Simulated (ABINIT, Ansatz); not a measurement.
# K2H4Pt (I4/mmm): G0W0 with ABINIT, start to end, part 2 of 3

Wanted: ground state, empty states, screening and self-energy for K2H4Pt (I4/mmm).

ABINIT 10.8.3; PBEsol and many-body steps on it, plane waves. Known limits of the many-body steps: not at the basis limit; no spin polarisation; d states lean on the start; no spin-orbit coupling; coarse k mesh.

So far. Step 2 (Ground state): The gap is indirect, with the least direct gap 0.04 eV higher.

## (3) Bands along the symmetry lines

Level of this step: DFT, PBEsol, plane waves, norm-conserving pseudopotentials (ABINIT).

Levels along a band path, at the cheap level, show where the edges lie and whether the meshes to come will hold them.

run.abi reads:

```
acell 3*1.0 Angstrom
rprim 
  -2.874560180000 2.874560180000 3.861188830000
  2.874560180000 -2.874560180000 3.861188830000
  2.874560180000 2.874560180000 -3.861188830000
ntypat 3
znucl 19 1 78
natom 7
typat 1 1 2 2 2 2 3
xred 
  0.250000000000 0.750000000000 0.500000000000
  0.750000000000 0.250000000000 0.500000000000
  0.202788050000 0.797211950000 0.000000000000
  0.202788050000 0.202788050000 0.405576100000
  0.797211950000 0.202788050000 0.000000000000
  0.797211950000 0.797211950000 0.594423900000
  0.000000000000 0.000000000000 0.000000000000
pp_dirpath "pseudos"
pseudos "K.upf, H.upf, Pt.upf"
ecut 38
iscf -2
irdden 1
kptopt 0
nkpt 40
kpt 
  0.00000000 0.00000000 0.00000000
  0.00000000 0.00000000 0.12500000
  0.00000000 0.00000000 0.25000000
  0.00000000 0.00000000 0.37500000
  0.00000000 0.00000000 0.50000000
  0.06250000 0.06250000 0.43750000
  0.12500000 0.12500000 0.37500000
  0.18750000 0.18750000 0.31250000
  0.25000000 0.25000000 0.25000000
  0.18750000 0.31250000 0.18750000
  0.12500000 0.37500000 0.12500000
  0.06250000 0.43750000 0.06250000
  0.00000000 0.50000000 0.00000000
  0.00000000 0.37500000 0.00000000
  0.00000000 0.25000000 0.00000000
  0.00000000 0.12500000 0.00000000
  0.00000000 0.00000000 0.00000000
  0.12500000 0.12500000 -0.12500000
  0.25000000 0.25000000 -0.25000000
  0.37500000 0.37500000 -0.37500000
  0.50000000 0.50000000 -0.50000000
  0.47214023 0.52785977 -0.47214023
  0.44428046 0.55571954 -0.44428046
  0.41642068 0.58357932 -0.41642068
  0.38856091 0.61143909 -0.38856091
  -0.38856091 0.38856091 0.38856091
  -0.29142068 0.29142068 0.29142068
  -0.19428045 0.19428045 0.19428045
  -0.09714023 0.09714023 0.09714023
  0.00000000 0.00000000 0.00000000
  0.00000000 0.00000000 0.50000000
  -0.06928046 0.06928046 0.50000000
  -0.13856092 0.13856092 0.50000000
  -0.20784137 0.20784137 0.50000000
  -0.27712183 0.27712183 0.50000000
  0.50000000 0.50000000 -0.27712183
  0.50000000 0.50000000 -0.33284137
  0.50000000 0.50000000 -0.38856092
  0.50000000 0.50000000 -0.44428046
  0.50000000 0.50000000 -0.50000000
istwfk *1
nband 27
nbdbuf 2
tolwfr 1e-08
nstep 40
prtwf 0
prtvol 0
indata_prefix "in"
outdata_prefix "out"
tmpdata_prefix "tmp"
```

On the command line:

```bash
$ OMP_NUM_THREADS=1 mpirun -n 4 abinit run.abi > log
```

Numbers of over 12 decimals in the logs are rounded to 6 here.

The log of the run:

```text
.Version 10.8.3 of ABINIT. v10.8.2 released Aug 2026.

 Symmetries : space group I4/m m m (#139); Bravais tI (body-center tetrag.)
[... echo of the input left out ...]
== DATASET  1 ==================================================================
-   mpi_nproc: 4, omp_nthreads: 1 (-1 if OMP is not activated)

--- !DatasetInfo
iteration_state: {dtset: 1, }
dimensions: {natom: 7, nkpt: 40, mband: 27, nsppol: 1, nspinor: 1, nspden: 1, mpw: 9692, }
cutoff_energies: {ecut:  38.0, pawecutdg:  -1.0, }
electrons: {nelect:   4.00000000E+01, charge:   0.00000000E+00, occopt:   1.00000000E+00, tsmear:   1.00000000E-02, }

 Real(R)+Recip(G) space primitive vectors, cartesian coordinates (Bohr,Bohr^-1):
 R(1)= -5.4321315  5.4321315  7.2965894  G(1)=  0.0000000  0.0920449  0.0685252
 R(2)=  5.4321315 -5.4321315  7.2965894  G(2)=  0.0920449  0.0000000  0.0685252
 R(3)=  5.4321315  5.4321315 -7.2965894  G(3)=  0.0920449  0.0920449  0.0000000
 Unit cell volume ucvol=  8.6123257E+02 bohr^3
 Angles (23,13,12)=  1.18312069E+02  1.18312069E+02  9.29493232E+01 degrees

 getcut: wavevector=  0.0000  0.0000  0.0000  ngfft=  60  60  60
         ecut(hartree)=     38.000   => boxcut(ratio)=   2.04098

--- Pseudopotential description ------------------------------------------------
- K Generated using ONCVPSP code by D. R. Hamann
- 19.00000   9.00000  180301                  znucl, zion, pspdat
12 -116133 2 -1 2250                          pspcod,pspxc,lmax,lloc,mmax
     nproj     2     2     2     0
  pspatm : epsatm=    8.32504554
         --- l  ekb(1:nproj) -->
             0   10.921326    0.816676
             1    4.431000    0.560368
             2   -3.384038   -1.043186
 pspatm: atomic psp has been read  and splines computed

- H Generated using ONCVPSP code by D. R. Hamann
-  1.00000   1.00000  180301                  znucl, zion, pspdat
12 -116133 1 -1 1180                          pspcod,pspxc,lmax,lloc,mmax
     nproj     2     1     0     0
  pspatm : epsatm=    0.35585368
         --- l  ekb(1:nproj) -->
[...]
1   -0.494138
 pspatm: atomic psp has been read  and splines computed

- Pt Generated using ONCVPSP code by D. R. Hamann
- 78.00000  18.00000  180301                  znucl, zion, pspdat
12 -116133 3 -1 1358                          pspcod,pspxc,lmax,lloc,mmax
     nproj     2     2     2     2
  pspatm : epsatm=   26.53983159
         --- l  ekb(1:nproj) -->
[...]
pspatm: atomic psp has been read  and splines computed

--------------------------------------------------------------------------------

================================================================================
 prteigrs : about to open file out_EIG
 Non-SCF case, kpt    1 (  0.00000  0.00000  0.00000), residuals and eigenvalues=
  4.74E-09  4.33E-09  5.81E-09  3.10E-09  7.63E-09  5.36E-09  4.32E-09  3.44E-09
[...]
Non-SCF case, kpt   40 (  0.50000  0.50000 -0.50000), residuals and eigenvalues=
[...]
-1.2295E-01 -1.0538E-01  9.0183E-03  1.8261E-02  1.8261E-02  3.0083E-02
  3.0083E-02  4.0131E-02  1.3660E-01  1.9376E-01  2.6219E-01  2.9120E-01
[...]
--- !ResultsGS
iteration_state: {dtset: 1, }
comment   : Summary of ground state results
lattice_vectors:
- [ -5.4321315,   5.4321315,   7.2965894, ]
- [  5.4321315,  -5.4321315,   7.2965894, ]
- [  5.4321315,   5.4321315,  -7.2965894, ]
lattice_lengths: [  10.59511,   10.59511,   10.59511, ]
lattice_angles: [118.312, 118.312,  92.949, ] # degrees, (23, 13, 12)
lattice_volume:   8.6123257E+02
convergence: {deltae:  0.000E+00, res2:  0.000E+00, residm:  9.999E-09, diffor:  0.000E+00, }
etotal    :  -1.92952678E+02
entropy   :   0.00000000E+00
fermie    :   4.15209961E-02
cartesian_stress_tensor: null
pressure_GPa: null
xred      :
- [  2.5000E-01,   7.5000E-01,   5.0000E-01,  K]
- [  7.5000E-01,   2.5000E-01,   5.0000E-01,  K]
- [  2.0279E-01,   7.9721E-01,   3.2161E-17,  H]
- [  2.0279E-01,   2.0279E-01,   4.0558E-01,  H]
- [  7.9721E-01,   2.0279E-01,  -2.1529E-17,  H]
- [  7.9721E-01,   7.9721E-01,   5.9442E-01,  H]
- [  0.0000E+00,   0.0000E+00,   0.0000E+00, Pt]
cartesian_forces: null
force_length_stats: {min: null, max: null, mean: null, }

 Integrated electronic density in atomic spheres:
 ------------------------------------------------
 Atom  Sphere_radius  Integrated_density
[...]
================================================================================

 ----iterations are completed or convergence reached----

 Mean square residual over all n,k,spin=   63.089E-10; max=  99.990E-10
 reduced coordinates (array xred) for    7 atoms
[...]
cartesian coordinates (angstrom) at end:
    1      2.874560     0.000000     1.930594
    2     -0.000000     2.874560     1.930594
    3      1.708707    -1.708707     3.861189
    4      1.165853     1.165853     0.000000
    5     -1.708707     1.708707     3.861189
    6      1.708707     1.708707     3.861189
    7      0.000000     0.000000     0.000000
 length scales=  1.889726125908  1.889726125908  1.889726125908 bohr
              =  1.000000000000  1.000000000000  1.000000000000 angstroms
 prteigrs : about to open file out_EIG
 Eigenvalues (hartree) for nkpt=  40  k points:
 kpt#   1, nband= 27, wtk=  1.00000, kpt=  0.0000  0.0000  0.0000 (reduced coord)
[...]
kpt#   2, nband= 27, wtk=  1.00000, kpt=  0.0000  0.0000  0.1250 (reduced coord)
[...]
kpt#   3, nband= 27, wtk=  1.00000, kpt=  0.0000  0.0000  0.2500 (reduced coord)
[...]
kpt#  39, nband= 27, wtk=  1.00000, kpt=  0.5000  0.5000 -0.4443 (reduced coord)
[...]
0.29197    0.31394    0.32428
 kpt#  40, nband= 27, wtk=  1.00000, kpt=  0.5000  0.5000 -0.5000 (reduced coord)
[...]
-0.39844   -0.39164   -0.39164   -0.38870   -0.12295   -0.10538    0.00902    0.01826
   0.01826    0.03008    0.03008    0.04013    0.13660    0.19376    0.26219    0.29120
   0.29520    0.31301    0.31301

== END DATASET(S) ==============================================================
================================================================================

 -outvars: echo values of variables after computation  --------
            nband          27
             nkpt          40
          spgroup         139
 [... the other variables as echoed above ...]

 Calculation completed.
```

Wall time 1.7 min (4 MPI ranks of Intel Xeon Platinum 8488C (Sapphire Rapids), shared host); peak memory 0.52 GiB.

This step gave:

* gap: 2.585 eV
* k of the valence top: -0.2078, 0.2078, 0.5
* k of the conduction bottom: 0.5, 0.5, -0.5
* least direct gap: 2.625 eV

The gap is 2.585 eV, −0.002 eV from the run before at this level.

The electronic bands at the labelled points (eV, zero at the top of the highest filled band):

| point | band 17 | band 18 | band 19 | band 20 | band 21 | band 22 | band 23 | band 24 |
| --- | --- | --- | --- | --- | --- | --- | --- | --- |
| Γ | -0.74 | -0.34 | -0.34 | -0.34 | 4.65 | 5.18 | 5.43 | 6.74 |
| halfway | -0.67 | -0.41 | -0.33 | -0.09 | 4.53 | 4.67 | 6.40 | 6.76 |
| X | -0.57 | -0.48 | -0.32 | -0.02 | 3.62 | 4.66 | 6.40 | 6.81 |
| halfway | -0.74 | -0.39 | -0.32 | -0.01 | 3.46 | 4.96 | 6.60 | 6.98 |
| P | -0.74 | -0.33 | -0.33 | -0.01 | 3.33 | 5.26 | 7.02 | 7.02 |
| halfway | -0.72 | -0.35 | -0.34 | -0.04 | 3.72 | 4.94 | 6.80 | 7.06 |
| N | -0.53 | -0.40 | -0.34 | -0.07 | 4.01 | 5.07 | 6.26 | 6.58 |
| halfway | -0.66 | -0.37 | -0.34 | -0.16 | 4.09 | 5.22 | 6.21 | 6.75 |
| Γ | -0.74 | -0.34 | -0.34 | -0.34 | 4.65 | 5.18 | 5.43 | 6.74 |
| halfway | -0.71 | -0.33 | -0.33 | -0.20 | 3.04 | 5.48 | 5.75 | 6.99 |
| M | -0.64 | -0.31 | -0.31 | -0.04 | 2.58 | 4.14 | 6.00 | 6.79 |
| halfway | -0.62 | -0.32 | -0.32 | -0.03 | 2.67 | 4.24 | 6.07 | 6.43 |
| S | -0.58 | -0.35 | -0.32 | -0.02 | 2.92 | 4.51 | 5.86 | 6.28 |
| jump to S0 | -0.58 | -0.35 | -0.32 | -0.02 | 2.92 | 4.51 | 5.86 | 6.28 |
| halfway | -0.58 | -0.39 | -0.34 | -0.07 | 4.32 | 5.02 | 6.01 | 6.40 |
| Γ | -0.74 | -0.34 | -0.34 | -0.34 | 4.65 | 5.18 | 5.43 | 6.74 |
| jump to X | -0.57 | -0.48 | -0.32 | -0.02 | 3.62 | 4.66 | 6.40 | 6.81 |
| halfway | -0.63 | -0.46 | -0.32 | -0.01 | 3.93 | 4.08 | 6.76 | 6.77 |
| R | -0.68 | -0.39 | -0.31 | 0.00 | 3.23 | 4.50 | 5.78 | 6.46 |
| jump to G | -0.68 | -0.39 | -0.31 | 0.00 | 3.23 | 4.50 | 5.78 | 6.46 |
| halfway | -0.66 | -0.34 | -0.31 | -0.03 | 2.76 | 4.33 | 6.14 | 6.17 |
| M | -0.64 | -0.31 | -0.31 | -0.04 | 2.58 | 4.14 | 6.00 | 6.79 |

## (4) Empty states on the mesh, 2×2×2 mesh, 90 bands

The sums over transitions need many empty states on a uniform mesh; this step solves for them.

run.abi reads:

```
acell 3*1.0 Angstrom
rprim 
  -2.874560180000 2.874560180000 3.861188830000
  2.874560180000 -2.874560180000 3.861188830000
  2.874560180000 2.874560180000 -3.861188830000
ntypat 3
znucl 19 1 78
natom 7
typat 1 1 2 2 2 2 3
xred 
  0.250000000000 0.750000000000 0.500000000000
  0.750000000000 0.250000000000 0.500000000000
  0.202788050000 0.797211950000 0.000000000000
  0.202788050000 0.202788050000 0.405576100000
  0.797211950000 0.202788050000 0.000000000000
  0.797211950000 0.797211950000 0.594423900000
  0.000000000000 0.000000000000 0.000000000000
pp_dirpath "pseudos"
pseudos "K.upf, H.upf, Pt.upf"
ecut 38
ngkpt 2 2 2
nshiftk 1
shiftk 0 0 0
kptopt 1
chksymbreak 0
iscf -2
irdden 1
istwfk *1
nband 90
nbdbuf 8
tolwfr 1e-09
nstep 60
prtvol 0
indata_prefix "in"
outdata_prefix "out"
tmpdata_prefix "tmp"
```

The log of the run:

```text
.Version 10.8.3 of ABINIT. v10.8.2 released Aug 2026.

 Symmetries : space group I4/m m m (#139); Bravais tI (body-center tetrag.)
[... echo of the input left out ...]
== DATASET  1 ==================================================================
-   mpi_nproc: 4, omp_nthreads: 1 (-1 if OMP is not activated)

--- !DatasetInfo
iteration_state: {dtset: 1, }
dimensions: {natom: 7, nkpt: 4, mband: 90, nsppol: 1, nspinor: 1, nspden: 1, mpw: 9692, }
cutoff_energies: {ecut:  38.0, pawecutdg:  -1.0, }
electrons: {nelect:   4.00000000E+01, charge:   0.00000000E+00, occopt:   1.00000000E+00, tsmear:   1.00000000E-02, }

 Real(R)+Recip(G) space primitive vectors, cartesian coordinates (Bohr,Bohr^-1):
 R(1)= -5.4321315  5.4321315  7.2965894  G(1)=  0.0000000  0.0920449  0.0685252
 R(2)=  5.4321315 -5.4321315  7.2965894  G(2)=  0.0920449  0.0000000  0.0685252
 R(3)=  5.4321315  5.4321315 -7.2965894  G(3)=  0.0920449  0.0920449  0.0000000
 Unit cell volume ucvol=  8.6123257E+02 bohr^3
 Angles (23,13,12)=  1.18312069E+02  1.18312069E+02  9.29493232E+01 degrees

 getcut: wavevector=  0.0000  0.0000  0.0000  ngfft=  60  60  60
         ecut(hartree)=     38.000   => boxcut(ratio)=   2.04098

--- Pseudopotential description ------------------------------------------------
- K Generated using ONCVPSP code by D. R. Hamann
- 19.00000   9.00000  180301                  znucl, zion, pspdat
12 -116133 2 -1 2250                          pspcod,pspxc,lmax,lloc,mmax
     nproj     2     2     2     0
  pspatm : epsatm=    8.32504554
         --- l  ekb(1:nproj) -->
             0   10.921326    0.816676
             1    4.431000    0.560368
             2   -3.384038   -1.043186
 pspatm: atomic psp has been read  and splines computed

- H Generated using ONCVPSP code by D. R. Hamann
-  1.00000   1.00000  180301                  znucl, zion, pspdat
12 -116133 1 -1 1180                          pspcod,pspxc,lmax,lloc,mmax
     nproj     2     1     0     0
  pspatm : epsatm=    0.35585368
         --- l  ekb(1:nproj) -->
[...]
1   -0.494138
 pspatm: atomic psp has been read  and splines computed

- Pt Generated using ONCVPSP code by D. R. Hamann
- 78.00000  18.00000  180301                  znucl, zion, pspdat
12 -116133 3 -1 1358                          pspcod,pspxc,lmax,lloc,mmax
     nproj     2     2     2     2
  pspatm : epsatm=   26.53983159
         --- l  ekb(1:nproj) -->
[...]
pspatm: atomic psp has been read  and splines computed

--------------------------------------------------------------------------------

================================================================================
 prteigrs : about to open file out_EIG
 Non-SCF case, kpt    1 (  0.00000  0.00000  0.00000), residuals and eigenvalues=
  2.64E-10  3.69E-10  6.56E-10  8.63E-10  1.02E-10  1.10E-10  3.25E-10  1.89E-10
[...]
4.47E-10  3.36E-10  7.03E-10  3.86E-10  4.30E-10  6.75E-10  8.81E-10  6.98E-10
[...]
9.94E-05  3.74E-04
 -3.4918E+00 -1.8126E+00 -1.8126E+00 -1.7923E+00 -9.9818E-01 -9.9681E-01
 -3.9760E-01 -3.9667E-01 -3.9667E-01 -3.9257E-01 -3.9257E-01 -3.8981E-01
 -1.4281E-01 -1.0860E-01  1.2886E-02  1.2886E-02  1.4241E-02  2.9047E-02
[...]
1.1664E+00  1.1885E+00  1.1991E+00  1.1991E+00  1.2159E+00  1.2335E+00
  1.2622E+00  1.2840E+00  1.2840E+00  1.3083E+00  1.3194E+00  1.3620E+00
 prteigrs : prtvol=0 or 1, do not print more k-points.

--- !ResultsGS
iteration_state: {dtset: 1, }
comment   : Summary of ground state results
lattice_vectors:
- [ -5.4321315,   5.4321315,   7.2965894, ]
- [  5.4321315,  -5.4321315,   7.2965894, ]
- [  5.4321315,   5.4321315,  -7.2965894, ]
lattice_lengths: [  10.59511,   10.59511,   10.59511, ]
lattice_angles: [118.312, 118.312,  92.949, ] # degrees, (23, 13, 12)
lattice_volume:   8.6123257E+02
convergence: {deltae:  0.000E+00, res2:  0.000E+00, residm:  9.903E-10, diffor:  0.000E+00, }
etotal    :  -1.92952678E+02
entropy   :   0.00000000E+00
fermie    :   4.15209961E-02
cartesian_stress_tensor: null
pressure_GPa: null
xred      :
- [  2.5000E-01,   7.5000E-01,   5.0000E-01,  K]
- [  7.5000E-01,   2.5000E-01,   5.0000E-01,  K]
- [  2.0279E-01,   7.9721E-01,   3.2161E-17,  H]
- [  2.0279E-01,   2.0279E-01,   4.0558E-01,  H]
- [  7.9721E-01,   2.0279E-01,  -2.1529E-17,  H]
- [  7.9721E-01,   7.9721E-01,   5.9442E-01,  H]
- [  0.0000E+00,   0.0000E+00,   0.0000E+00, Pt]
cartesian_forces: null
force_length_stats: {min: null, max: null, mean: null, }

 Integrated electronic density in atomic spheres:
 ------------------------------------------------
 Atom  Sphere_radius  Integrated_density
[...]
================================================================================

 ----iterations are completed or convergence reached----

 Mean square residual over all n,k,spin=   54.905E-11; max=  99.027E-11
 reduced coordinates (array xred) for    7 atoms
[...]
0.797211950000      0.797211950000      0.594423900000
       0.000000000000      0.000000000000      0.000000000000

 cartesian coordinates (angstrom) at end:
    1      2.874560     0.000000     1.930594
    2     -0.000000     2.874560     1.930594
    3      1.708707    -1.708707     3.861189
    4      1.165853     1.165853     0.000000
    5     -1.708707     1.708707     3.861189
    6      1.708707     1.708707     3.861189
    7      0.000000     0.000000     0.000000
 length scales=  1.889726125908  1.889726125908  1.889726125908 bohr
              =  1.000000000000  1.000000000000  1.000000000000 angstroms
 prteigrs : about to open file out_EIG
 Eigenvalues (hartree) for nkpt=   4  k points:
 kpt#   1, nband= 90, wtk=  0.12500, kpt=  0.0000  0.0000  0.0000 (reduced coord)
[...]
1.10839    1.10839    1.10853    1.13947    1.15535    1.16637    1.16637    1.18849
   1.19915    1.19915    1.21590    1.23353    1.26223    1.28398    1.28398    1.30830
   1.31941    1.36200
 prteigrs : prtvol=0 or 1, do not print more k-points.

== END DATASET(S) ==============================================================
================================================================================

 -outvars: echo values of variables after computation  --------
            nband          90
             nkpt           4
          spgroup         139
 [... the other variables as echoed above ...]

 Calculation completed.
```

Run time: 41 s. Hardware: 4 MPI ranks; peak memory 0.45 GiB.

Numbers from this step:

* gap: 2.606 eV
* k of the valence top: 0.5, 0.5, 0
* k of the conduction bottom: 0.5, 0.5, 0.5
* least direct gap: 2.625 eV
* k points computed: 4
* lowest point of the top converged band, above the valence top: 31.52 eV

On this mesh the gap is 2.606 eV.

(Continued in part 3 of 3.)

[Paths, hosts, dates, memory and timing lines, banners, echoed tables and standing remarks are left out of the program output.]

[Logs are printed without paths, hosts, clocks, repeated set-up lines and the standing remarks that a program may print on its own settings, such as how far it seeks lower states.]

[Runs of the session that timed out or met a known fault of the program may be left out.]

[Hosts, paths, dates, database ids (printed as entryN), source tags and the programs' standing remarks are cut or masked in the printed files.]

[G0W0 gaps are taken among the corrected bands and points alone; a level outside them can change the order at an edge.]

[Where Ansatz stands beside ABINIT at settings called matched, ABINIT's density can come from a denser mesh and the files from another edition; pairs whose starting gaps differed by over 0.03 eV were left out, so agreement reads better than it is.]
